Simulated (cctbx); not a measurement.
## Y2In2Fe15: precision against data quality

Space group R-3m (no. 166), a = 8.6450 Å, b = 8.6450 Å, c = 12.9800 Å, α = 90.00°, β = 90.00°, γ = 120.00°.

| atom | mult. | x | y | z | Ueq (Å²) |
| --- | --- | --- | --- | --- | --- |
| In1 | 6 | 1/3 | 2/3 | 0.7713 | 0.0087 |
| Y1 | 6 | 1/3 | 2/3 | 0.0123 | 0.0084 |
| Fe1 | 18 | 0.0065 | 0.5032 | 0.1547 | 0.0108 |
| Fe2 | 18 | 0.3712 | 1/3 | 1/3 | 0.0098 |
| Fe3 | 9 | 1/3 | 1/6 | 1/6 | 0.0091 |

The model was made for the exercise: a known structure type with other elements put in, its volume estimated, not relaxed; displacement parameters are assumed.

Five simulated data sets (cctbx; Mo Kα, λ = 0.71073 Å; 6 % proportional error) differ in resolution or exposure (noise floor 15 counts in the first three, 8 in the last two). Each is refined with the right model, isotropic at 1.1 Å and anisotropic otherwise. How do the figures of merit and the uncertainties move?

```csv
d min (Å),top counts,"⟨I/σ⟩ (unmerged, absences included)",unique,param. (scale apart),Rint,R1,GooF,largest s.u. xyz (fractional),s.u. U of Fe1 (Å²),largest error (Å)
1.1,70000,4.4,95,10,0.047,0.0124,1.29,0.00012,0.0005,0.0014
0.84,70000,4.3,203,21,0.047,0.0097,0.95,0.00005,0.0002,0.0004
0.6,70000,3.7,519,21,0.050,0.0102,0.89,0.00003,0.0001,0.0001
0.75,300,0.4,281,21,0.404,0.0621,0.94,0.00073,0.0025,0.0092
0.75,3000,1.9,281,21,0.089,0.0195,0.94,0.00014,0.0005,0.0022
```

The number of reflections grows roughly as 1/d³: 95, 203 and 519 here. R1 follows the noise rather than the truth: at 300 counts it is 0.0621, at 3000 counts 0.0195, while GooF is 0.94 and 0.94: the weights 1/σ² carry the noise. The s.u. of U (U11 where anisotropic) for Fe1 goes 0.0005, 0.0002, 0.0001 Å² with resolution and 0.0025, 0.0005 Å² with exposure.

The 1.1 Å row also differs in its displacement model, so it isn't a clean test of resolution.

Hardware for the 0.6 Å refinement: 0.65 s on 1 thread of Arm Neoverse N1, with other jobs on the host, peak memory 0.1 GiB.

[Logs are printed without paths, hosts, clocks, repeated set-up lines and the standing remarks that a program may print on its own settings, such as how far it seeks lower states.]
